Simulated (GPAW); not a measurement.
# A GW chain in GPAW: SnO2 (Cassiterite)

Wanted: ground state, empty states, screening and self-energy for SnO2 (Cassiterite).

Program: GPAW 26.7.0. Level of theory: PBE and many-body steps on it, plane waves. Results are calculated unless marked as measured.

**What was measured.**

- Gap 3.6 eV: experimental gap quoted from earlier work; bulk crystal (quoted in “Study on the Photocatalytic Properties of Flower-Shaped SnO2”, 2022, pmc:9565917).

This is a report of a sequence of runs, with most program output left out.

## Step 1: The structure

Symmetry: P4_2/mnm, No. 136, tetragonal system. Conventional cell: a = 4.738 Å, b = 4.738 Å, c = 3.187 Å, α = 90.00°, β = 90.00°, γ = 90.00°. Nearest to Sn lie 6 O at 2.05 to 2.06 Å. Nearest to O lie 3 Sn at 2.05 to 2.06 Å. Farther neighbours and most contacts between anions are not listed.

Coordinates:

```cif
data_structure
_symmetry_space_group_name_H-M 'P4_2/mnm'
_symmetry_Int_Tables_number 136
_cell_length_a 4.7380
_cell_length_b 4.7380
_cell_length_c 3.1865
_cell_angle_alpha 90.000
_cell_angle_beta 90.000
_cell_angle_gamma 90.000
_cell_volume 71.53
loop_
_atom_site_label
_atom_site_type_symbol
_atom_site_symmetry_multiplicity
_atom_site_Wyckoff_symbol
_atom_site_fract_x
_atom_site_fract_y
_atom_site_fract_z
_atom_site_occupancy
Sn1 Sn 2 a 0.00000 0.00000 0.00000 1
O1 O 4 f 0.30710 0.30710 0.00000 1
```

The cell and positions come from the Crystallography Open Database and are kept as given unless a step says otherwise.

## Step 2: Ground state

This step: GPAW 26.7.0; DFT, PBE, plane waves, PAW.

The ground-state density comes first.

run.py reads:

```python
import json
import numpy as np
from gpaw.mpi import world
from ase import Atoms
from gpaw import GPAW, PW, FermiDirac

atoms = Atoms(['Sn', 'Sn', 'O', 'O', 'O', 'O'],
    cell=[[4.7380000000, 0.0000000000, 0.0000000000],
      [0.0000000000, 4.7380000000, 0.0000000000],
      [0.0000000000, 0.0000000000, 3.1865000000]],
    scaled_positions=[[0.0000000000, 0.0000000000, 0.0000000000],
      [0.5000000000, 0.5000000000, 0.5000000000],
      [0.3071000000, 0.3071000000, 0.0000000000],
      [0.1929000000, 0.8071000000, 0.5000000000],
      [0.6929000000, 0.6929000000, 0.0000000000],
      [0.8071000000, 0.1929000000, 0.5000000000]],
    pbc=(True, True, True))
calc = GPAW(mode=PW(600),
    xc='PBE',
    kpts={'size': (6, 6, 8), 'gamma': True},
    occupations=FermiDirac(0.001),
    nbands=-9,
    convergence={'density': 1e-6, 'bands': -3},
    maxiter=100,
    txt='gs.txt')
atoms.calc = calc
res = {'energy': atoms.get_potential_energy()}
kpts = calc.get_ibz_k_points()
res['kpts'] = kpts
res['eigenvalues'] = [calc.get_eigenvalues(kpt=k) for k in range(len(kpts))]
res['n_electrons'] = calc.get_number_of_electrons()
calc.write('gs.gpw')

if world.rank == 0:
    with open('result.json', 'w') as f:
        json.dump(res, f, default=lambda x: x.tolist())
```

Launch:

```
$ mpirun -n 4 gpaw python run.py
```

The job ended after 32 s (4 MPI ranks of AMD EPYC 9R14 (Zen 4), shared host; peak memory 0.84 GiB).

Numbers from this step:

```yaml
total_energy: -38.44 eV
gap: 1.311 eV
k_of_the_valence_top: 0, 0, 0
k_of_the_conduction_bottom: 0, 0, 0
least_direct_gap: 1.311 eV
```

The gap is direct, at Γ.

## Step 3: Bands along the symmetry lines

The cheap functional maps the bands first; the places of the edges decide which points the dearer methods must see.

run.py reads:

```python
import json
import numpy as np
from gpaw.mpi import world
from gpaw import GPAW

path = [[0.000000, 0.000000, 0.000000],
    [0.000000, 0.062500, 0.000000],
    [0.000000, 0.125000, 0.000000],
    [0.000000, 0.187500, 0.000000],
    [0.000000, 0.250000, 0.000000],
    [0.000000, 0.312500, 0.000000],
    [0.000000, 0.375000, 0.000000],
    [0.000000, 0.437500, 0.000000],
    [0.000000, 0.500000, 0.000000],
    [0.062500, 0.500000, 0.000000],
    [0.125000, 0.500000, 0.000000],
    [0.187500, 0.500000, 0.000000],
    [0.250000, 0.500000, 0.000000],
    [0.312500, 0.500000, 0.000000],
    [0.375000, 0.500000, 0.000000],
    [0.437500, 0.500000, 0.000000],
    [0.500000, 0.500000, 0.000000],
    [0.437500, 0.437500, 0.000000],
    [0.375000, 0.375000, 0.000000],
    [0.312500, 0.312500, 0.000000],
    [0.250000, 0.250000, 0.000000],
    [0.187500, 0.187500, 0.000000],
    [0.125000, 0.125000, 0.000000],
    [0.062500, 0.062500, 0.000000],
    [0.000000, 0.000000, 0.000000],
    [0.000000, 0.000000, 0.062500],
    [0.000000, 0.000000, 0.125000],
    [0.000000, 0.000000, 0.187500],
    [0.000000, 0.000000, 0.250000],
    [0.000000, 0.000000, 0.312500],
    [0.000000, 0.000000, 0.375000],
    [0.000000, 0.000000, 0.437500],
    [0.000000, 0.000000, 0.500000],
    [0.000000, 0.062500, 0.500000],
    [0.000000, 0.125000, 0.500000],
    [0.000000, 0.187500, 0.500000],
    [0.000000, 0.250000, 0.500000],
    [0.000000, 0.312500, 0.500000],
    [0.000000, 0.375000, 0.500000],
    [0.000000, 0.437500, 0.500000],
    [0.000000, 0.500000, 0.500000],
    [0.062500, 0.500000, 0.500000],
    [0.125000, 0.500000, 0.500000],
    [0.187500, 0.500000, 0.500000],
    [0.250000, 0.500000, 0.500000],
    [0.312500, 0.500000, 0.500000],
    [0.375000, 0.500000, 0.500000],
    [0.437500, 0.500000, 0.500000],
    [0.500000, 0.500000, 0.500000],
    [0.437500, 0.437500, 0.500000],
    [0.375000, 0.375000, 0.500000],
    [0.312500, 0.312500, 0.500000],
    [0.250000, 0.250000, 0.500000],
    [0.187500, 0.187500, 0.500000],
    [0.125000, 0.125000, 0.500000],
    [0.062500, 0.062500, 0.500000],
    [0.000000, 0.000000, 0.500000],
    [0.000000, 0.500000, 0.000000],
    [0.000000, 0.500000, 0.062500],
    [0.000000, 0.500000, 0.125000],
    [0.000000, 0.500000, 0.187500],
    [0.000000, 0.500000, 0.250000],
    [0.000000, 0.500000, 0.312500],
    [0.000000, 0.500000, 0.375000],
    [0.000000, 0.500000, 0.437500],
    [0.000000, 0.500000, 0.500000],
    [0.500000, 0.500000, 0.000000],
    [0.500000, 0.500000, 0.062500],
    [0.500000, 0.500000, 0.125000],
    [0.500000, 0.500000, 0.187500],
    [0.500000, 0.500000, 0.250000],
    [0.500000, 0.500000, 0.312500],
    [0.500000, 0.500000, 0.375000],
    [0.500000, 0.500000, 0.437500],
    [0.500000, 0.500000, 0.500000]]
calc = GPAW('gs.gpw').fixed_density(kpts=path,
    symmetry='off',
    nbands=36,
    convergence={'bands': 32},
    txt='bands.txt')
res = {}
kpts = calc.get_ibz_k_points()
res['kpts'] = kpts
res['eigenvalues'] = [calc.get_eigenvalues(kpt=k) for k in range(len(kpts))]
res['n_electrons'] = calc.get_number_of_electrons()

if world.rank == 0:
    with open('result.json', 'w') as f:
        json.dump(res, f, default=lambda x: x.tolist())
```

Launch:

```
$ mpirun -n 4 gpaw python run.py
```

It took 26 s on 4 MPI ranks; peak memory 0.94 GiB.

This step gave:

```yaml
gap: 1.311 eV
k_of_the_valence_top: 0, 0, 0
k_of_the_conduction_bottom: 0, 0, 0
least_direct_gap: 1.311 eV
```

The gap is 1.311 eV, as in the run before at this level.

Electronic bands along the path, in eV, zero at the top of the highest filled band:

| point | band 23 | band 24 | band 25 | band 26 | band 27 | band 28 | band 29 | band 30 |
| --- | --- | --- | --- | --- | --- | --- | --- | --- |
| Γ | -1.21 | -0.77 | -0.77 | 0.00 | 1.31 | 6.18 | 6.37 | 6.37 |
| halfway | -1.20 | -1.18 | -0.74 | -0.28 | 2.60 | 5.72 | 6.63 | 6.81 |
| X | -1.17 | -1.17 | -0.63 | -0.63 | 4.47 | 4.47 | 7.11 | 7.12 |
| halfway | -1.23 | -1.23 | -0.77 | -0.77 | 4.67 | 4.67 | 7.34 | 7.34 |
| M | -1.29 | -1.29 | -0.89 | -0.89 | 4.87 | 4.87 | 7.55 | 7.55 |
| halfway | -1.25 | -1.17 | -0.82 | -0.48 | 3.37 | 5.46 | 7.00 | 7.09 |
| Γ | -1.21 | -0.77 | -0.77 | 0.00 | 1.31 | 6.18 | 6.37 | 6.37 |
| halfway | -2.50 | -0.83 | -0.83 | -0.50 | 3.88 | 6.98 | 8.46 | 8.46 |
| Z | -1.65 | -1.65 | -1.25 | -1.25 | 6.26 | 6.26 | 9.81 | 9.81 |
| halfway | -1.42 | -1.42 | -1.12 | -1.12 | 6.37 | 6.37 | 8.86 | 8.86 |
| R | -1.10 | -1.10 | -0.68 | -0.68 | 6.53 | 6.53 | 8.10 | 8.10 |
| halfway | -1.01 | -1.01 | -0.97 | -0.97 | 5.56 | 5.56 | 8.74 | 8.74 |
| A | -0.97 | -0.97 | -0.83 | -0.83 | 4.96 | 4.96 | 8.91 | 8.91 |
| halfway | -1.26 | -1.24 | -1.04 | -0.96 | 5.73 | 6.27 | 8.06 | 9.95 |
| Z | -1.65 | -1.65 | -1.25 | -1.25 | 6.26 | 6.26 | 9.81 | 9.81 |
| jump to X | -1.17 | -1.17 | -0.63 | -0.63 | 4.47 | 4.47 | 7.11 | 7.12 |
| halfway | -1.25 | -1.25 | -0.83 | -0.83 | 5.62 | 5.62 | 8.81 | 8.81 |
| R | -1.10 | -1.10 | -0.68 | -0.68 | 6.53 | 6.53 | 8.10 | 8.10 |
| jump to M | -1.29 | -1.29 | -0.89 | -0.89 | 4.87 | 4.87 | 7.55 | 7.55 |
| halfway | -0.86 | -0.86 | -0.85 | -0.85 | 5.20 | 5.20 | 8.84 | 8.84 |
| A | -0.97 | -0.97 | -0.83 | -0.83 | 4.96 | 4.96 | 8.91 | 8.91 |

## Step 4: Empty states on the mesh, 4×4×6 mesh, 172 bands

The sums over transitions need many empty states on a uniform mesh; this step solves for them.

run.py reads:

```python
import json
import numpy as np
from gpaw.mpi import world
from gpaw import GPAW

calc = GPAW('gs.gpw').fixed_density(kpts={'size': (4, 4, 6), 'gamma': True},
    parallel={'domain': 1, 'band': 1},
    txt='nscf.txt')
calc.diagonalize_full_hamiltonian(nbands=172)
calc.write('full.gpw', mode='all')
res = {}
kpts = calc.get_ibz_k_points()
res['kpts'] = kpts
res['eigenvalues'] = [calc.get_eigenvalues(kpt=k) for k in range(len(kpts))]
res['n_electrons'] = calc.get_number_of_electrons()

if world.rank == 0:
    with open('result.json', 'w') as f:
        json.dump(res, f, default=lambda x: x.tolist())
```

Launch:

```
$ mpirun -n 4 gpaw python run.py
```

Wall time 57 s (4 MPI ranks); peak memory 2.7 GiB.

This step gave:

| Property | Result |
| --- | --- |
| gap | 1.311 eV |
| k of the valence top | 0, 0, 0 |
| k of the conduction bottom | 0, 0, 0 |
| least direct gap | 1.311 eV |
| k points computed | 28 |
| lowest point of the top converged band, above the valence top | 83.7135 eV |

On this mesh the gap is 1.311 eV.

## Step 5: Screening and self-energy, 4×4×6 mesh, 162 bands, screening to 100 eV

Now the one-shot GW correction: screening in the RPA, then the self-energy of the levels asked for.

This step: G0W0 on PBE, plane waves, PAW.

run.py reads:

```python
import json
import numpy as np
from gpaw.mpi import world
from gpaw.response.g0w0 import G0W0

gw = G0W0('full.gpw',
    filename='gw',
    kpts=[0],
    bands=(24, 28),
    ecut=100,
    nbands=162,
    integrate_gamma='WS',
    ppa=True)
gw.calculate()
res = {mode: {k: v for k, v in r.items() if k != 'sigma_eskwn'}
       for mode, r in gw.all_results.items()}

if world.rank == 0:
    with open('result.json', 'w') as f:
        json.dump(res, f, default=lambda x: x.tolist())
```

Launch:

```
$ mpirun -n 4 gpaw python run.py
```

Wall time 4.4 min (4 MPI ranks); peak memory 2 GiB.

This step gave:

| Property | Result |
| --- | --- |
| G0W0 gap on the points computed | 3.042 eV |
| least direct G0W0 gap on the computed points | 3.042 eV |
| Z at the valence top | 0.7800 |
| Z at the conduction bottom | 0.8409 |
| starting gap on the mesh | 1.311 eV |
| k of the valence top | 0, 0, 0 |
| k of the conduction bottom | 0, 0, 0 |

The gap on the mesh goes from 1.31 eV to 3.04 eV, a correction of +1.73 eV.

Limits: finite bands, cutoff and mesh; no spin-orbit coupling. v1 is the top filled band, c1 the lowest empty one. Levels before and after the correction, in eV, zero at the valence-band top of each column:

|  | conduction bottom | valence top |
| --- | --- | --- |
| Kohn-Sham | 1.31 | 0.00 |
| G0W0 | 3.04 | 0.00 |

|  | level | energy (eV) |
| --- | --- | --- |
| Kohn-Sham | Γ v2 | -0.772 |
| Kohn-Sham | Γ v1 | 0.000 |
| Kohn-Sham | Γ c1 | 1.311 |
| Kohn-Sham | Γ c2 | 6.184 |
| G0W0 | Γ v2 | -0.729 |
| G0W0 | Γ v1 | 0.000 |
| G0W0 | Γ c1 | 3.042 |
| G0W0 | Γ c2 | 8.348 |

## Step 6: Where the time went

Times are wall times on 4 MPI ranks of AMD EPYC 9R14 (Zen 4), shared host. The host was busy with other work, so they are no guide to cost.

| step | time | share | memory (GiB) |
| --- | --- | --- | --- |
| ground state | 32 s | 8 % | 0.84 |
| bands along the symmetry lines | 26 s | 7 % | 0.94 |
| empty states on the mesh | 57 s | 15 % | 2.7 |
| screening and self-energy | 4.4 min | 70 % | 2.0 |

## Step 7: Outcome

- PBE gap: 1.31 eV, direct
- G0W0 gap on the mesh: 3.04 eV
- GW settings: 4×4×6 mesh, 162 bands, screening to 100 eV, Godby-Needs plasmon pole
- known limits: not at the basis limit; no spin-orbit coupling

**Reading.** G0W0 moves the gap on the mesh from 1.31 eV to 3.04 eV (+1.73 eV), with Z of 0.78 and 0.84 at the edges. Only 1 of the mesh's irreducible points was corrected, so a valley elsewhere could overtake. The dearest step here is «screening and self-energy». Against experiment, by G0W0@PBE: the gap of 3.04 eV lies −0.56 eV from the measured 3.6 eV (kind not stated, quoted 2022). The calculation has static nuclei and no excitons; a measured gap holds zero-point and thermal motion, which mostly lowers it. Against the values above the computed gap that would widen the miss. An edge that is forbidden or weak in absorption could explain it, and so could too strong a screening: the start's gap is only 1.31 eV, and one shot does not repair that. Bands and cutoff are finite, so the gap is not at the basis limit. The miss can reach some tenths of an eV and take either sign; the mesh is an error of its own. These stock PAW sets were not made for GW. In the G0W0 run levels were corrected at 1 k point alone, so a gap called «on the mesh» is the least over those, and an edge elsewhere would be missed. The many-body steps are scalar-relativistic: spin-orbit coupling is not in them.

[Paths, hosts, dates, memory and timing lines, banners, echoed tables and standing remarks are left out of the program output.]

[Logs are printed without paths, hosts, clocks, repeated set-up lines and the standing remarks that a program may print on its own settings, such as how far it seeks lower states.]

[Runs of the session that timed out or met a known fault of the program may be left out.]

[Hosts, paths, dates, database ids (printed as entryN), source tags and the programs' standing remarks are cut or masked in the printed files.]
